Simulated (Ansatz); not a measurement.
## How the smearing shapes the phonons of ZnPt (P4/mmm)

Aim: see how the phonons of ZnPt (P4/mmm) along the first symmetry line respond to the electronic smearing. The first relaxation steps of the session are not shown, so no cell shown is the starting entry, unless a step says so.

Calculated with Ansatz 0.2.0; DFT PBEsol, scalar-relativistic, plane waves, PAW.

Report form: the programs' logs are mostly left out.

## (1) The cell after earlier relaxation steps

It takes space group P4/mmm (No. 123, tetragonal). Conventional cell: a = 2.830 Å, b = 2.830 Å, c = 3.488 Å, α = 90.00°, β = 90.00°, γ = 90.00°. Zn has 8 Pt at 2.65 Å and 4 Zn at 2.83 Å nearest. Nearest to Pt lie 8 Zn at 2.65 Å and 4 Pt at 2.83 Å. Farther neighbours are not listed.

## (2) Relaxing tightly for phonons

Phonons are second derivatives about the minimum, so the remaining forces must be small: the thresholds are tightened. Earlier relaxation steps are not shown.

The input, input.yaml:

```yaml
crystal:
  lattice:
    - [2.8295134354, 0.0, 0.0]
    - [0.0, 2.8295134354, 0.0]
    - [0.0, 0.0, 3.4877172343]
  atoms:
    - { symbol: Zn, position: [0.5, 0.5, 0.5] }
    - { symbol: Pt, position: [0.0, 0.0, 0.0] }
kpoints:
  mp_grid: { grid: [10, 10, 8] }
hamiltonian:
  xc: pbesol
scf:
  occupations: { method: methfessel_paxton, width: 0.2 }
output:
  forces: true
  stress: true
  eigenvalues: true
relax:
  adjacent_minimum: "off"
  f_tol: 0.001
  max_steps: 60
  cell: { stress_tol: 0.01 }
```

On the command line:

```console
$ ansatz run input.yaml --threads 4 --pin off --max-ram 8192MiB --backend cpu --events-out ev --progress --plain --runs-dir out
```

Run time: 2.3 s. Hardware: 4 threads of Arm Neoverse V2, shared host; peak memory 0.35 GiB; 8.1 s of CPU time.

Little changed from the start: no atom moved by 0.005 Å and no cell edge by 0.1 %.

This step gave:

| Quantity | Value |
| --- | --- |
| pressure | 5.89e-4 GPa |
| volume per atom | 13.96 Å³ |
| metallic on mesh | yes |
| gap on the k-mesh | 0 eV |

The largest force is now zero by symmetry and the largest stress component 0.0079 GPa, small enough for phonons.

## (3) Phonons along a line: Fermi–Dirac smearing of 0.1 eV

Each wavevector is solved by itself, so no interpolation smooths a dip of the branch.

The input, input.yaml:

```yaml
crystal:
  lattice:
    - [2.8296619248, 0.0, 0.0]
    - [0.0, 2.8296619248, 0.0]
    - [0.0, 0.0, 3.4871115709]
  atoms:
    - { symbol: Zn, position: [0.5, 0.5, 0.5] }
    - { symbol: Pt, position: [0.0, 0.0, 0.0] }
kpoints:
  mp_grid: { grid: [20, 20, 16] }
hamiltonian:
  xc: pbesol
scf:
  occupations: { method: fermi_dirac, width: 0.1 }
output:
  eigenvalues: true
phonons:
  method: dfpt
  qpoints: [[0, 0, 0], [0.0, 0.25, 0.0], [0.0, 0.5, 0.0]]
```

Elapsed: 3.6 min, on 4 threads; peak memory 2.8 GiB; 14 min of CPU time.

Each wavevector solved by linear response. Frequency against |q| along the line:

```csv
|q| along the line (Å⁻¹),mode 1 (cm⁻¹),mode 2 (cm⁻¹),mode 3 (cm⁻¹),mode 4 (cm⁻¹),mode 5 (cm⁻¹),mode 6 (cm⁻¹)
0.000,0,0,0,159,159,206
0.555,55.7,64.7,116,152,187,195
1.110,84.0,92.5,143,160,183,211
```

## (4) Wavevectors along a line: Fermi–Dirac smearing of 0.25 eV

The smearing blurs the Fermi surface that screens the phonons; a Fermi–Dirac width is an electronic temperature.

Edit input.yaml of step 3 so:

```diff
@@ -13,3 +13,3 @@
 scf:
-  occupations: { method: fermi_dirac, width: 0.1 }
+  occupations: { method: fermi_dirac, width: 0.25 }
 output:
```

Wider smearing eases the sum over k-points of a metal but moves the result away from its zero-temperature value.

Wall time 3.7 min (4 threads); peak memory 2.9 GiB.

Each wavevector solved by linear response. The frequency by |q| along the line:

```
|q| along the line (Å⁻¹)  mode 1 (cm⁻¹)  mode 2 (cm⁻¹)  mode 3 (cm⁻¹)  mode 4 (cm⁻¹)  mode 5 (cm⁻¹)  mode 6 (cm⁻¹)
                   0.000              0              0              0            159            159            206
                   0.555           55.2           64.6            116            151            186            195
                   1.110           83.3           92.0            143            160            183            210
```

Against step 3 (now smearing width 0.25 eV), the free energy moves by -19.8 meV an atom.

## (5) Wavevectors along a line: Fermi–Dirac smearing of 0.04 eV

Edit input.yaml of step 4 so:

```diff
@@ -13,3 +13,3 @@
 scf:
-  occupations: { method: fermi_dirac, width: 0.25 }
+  occupations: { method: fermi_dirac, width: 0.04 }
 output:
```

Narrower smearing comes nearer the zero-temperature value but asks more of the mesh.

Run time: 3.6 min. Hardware: 4 threads; peak memory 2.8 GiB; 14 min of CPU time.

Each wavevector solved by linear response. Table of frequency by |q| along the line:

| \|q\| along the line (Å⁻¹) | mode 1 (cm⁻¹) | mode 2 (cm⁻¹) | mode 3 (cm⁻¹) | mode 4 (cm⁻¹) | mode 5 (cm⁻¹) | mode 6 (cm⁻¹) |
| --- | --- | --- | --- | --- | --- | --- |
| 0.000 | 0 | 0 | 0 | 159 | 159 | 206 |
| 0.555 | 55.8 | 64.7 | 116 | 152 | 187 | 195 |
| 1.110 | 84.0 | 92.5 | 143 | 161 | 183 | 212 |

Against step 3 (now smearing width 0.04 eV), the free energy moves by +3.0 meV an atom.

## (6) Phonons along a line: Methfessel–Paxton smearing of 0.2 eV

Edit input.yaml of step 5 so:

```diff
@@ -13,3 +13,3 @@
 scf:
-  occupations: { method: fermi_dirac, width: 0.04 }
+  occupations: { method: methfessel_paxton, width: 0.2 }
 output:
```

Elapsed: 3.7 min, on 4 threads; peak memory 2.8 GiB; 14 min of CPU time.

Each wavevector solved by linear response. Table of frequency by |q| along the line:

```
|q| along the line (Å⁻¹)  mode 1 (cm⁻¹)  mode 2 (cm⁻¹)  mode 3 (cm⁻¹)  mode 4 (cm⁻¹)  mode 5 (cm⁻¹)  mode 6 (cm⁻¹)
                   0.000              0              0              0            159            159            206
                   0.555           55.8           64.7            116            152            187            195
                   1.110           84.1           92.4            143            161            183            212
```

Against step 3 (now occupations Methfessel-Paxton and smearing width 0.2 eV), the free energy moves by +3.6 meV an atom.

## (7) Smearing and the soft branch

Table of lowest frequency by |q| along the line:

```csv
|q| along the line (Å⁻¹),"fermi dirac 0.1 eV, k 20x20x16 (cm⁻¹)","fermi dirac 0.25 eV, k 20x20x16 (cm⁻¹)","fermi dirac 0.04 eV, k 20x20x16 (cm⁻¹)","methfessel paxton 0.2 eV, k 20x20x16 (cm⁻¹)"
0.000,0,0,0,0
0.555,55.7,55.2,55.8,55.8
1.110,84.0,83.3,84.0,84.1
```

## (8) What came out

| Property | Result |
| --- | --- |
| phonon run of the rows without a label of their own | PBEsol, k 20×20×16 |
| lowest branch at the last solved point, Fermi–Dirac 0.1 eV | 84.0 cm⁻¹ at \|q\| = 1.11 Å⁻¹ |
| lowest branch at the last solved point, Fermi–Dirac 0.25 eV | 83.3 cm⁻¹ at \|q\| = 1.11 Å⁻¹ |
| lowest branch at the last solved point, Fermi–Dirac 0.04 eV | 84.0 cm⁻¹ at \|q\| = 1.11 Å⁻¹ |
| lowest branch at the last solved point, Methfessel–Paxton 0.2 eV | 84.1 cm⁻¹ at \|q\| = 1.11 Å⁻¹ |

No branch softens by more than 4 % of the top frequency as the smearing narrows, so no anomaly that hangs on the smearing shows at these points. The line holds 3 wavevectors, so a narrow dip between them would be missed. Between Fermi–Dirac 0.25 eV and Fermi–Dirac 0.04 eV the largest change, with modes counted by rank of frequency, is in mode 6 at |q| = 1.11 Å⁻¹, from 210 to 212 cm⁻¹; the branches hardly feel the smearing. Where branches cross, a count by rank can hide a softening. At the narrowest width the k mesh may not resolve the Fermi surface, so part of the change can be mesh noise. Spin–orbit coupling, left out here, matters for Pt.

[Logs are printed without paths, hosts, clocks, repeated set-up lines and the standing remarks that a program may print on its own settings, such as how far it seeks lower states.]

[Hosts, paths, dates, database ids (printed as entryN), source tags and the programs' standing remarks are cut or masked in the printed files.]
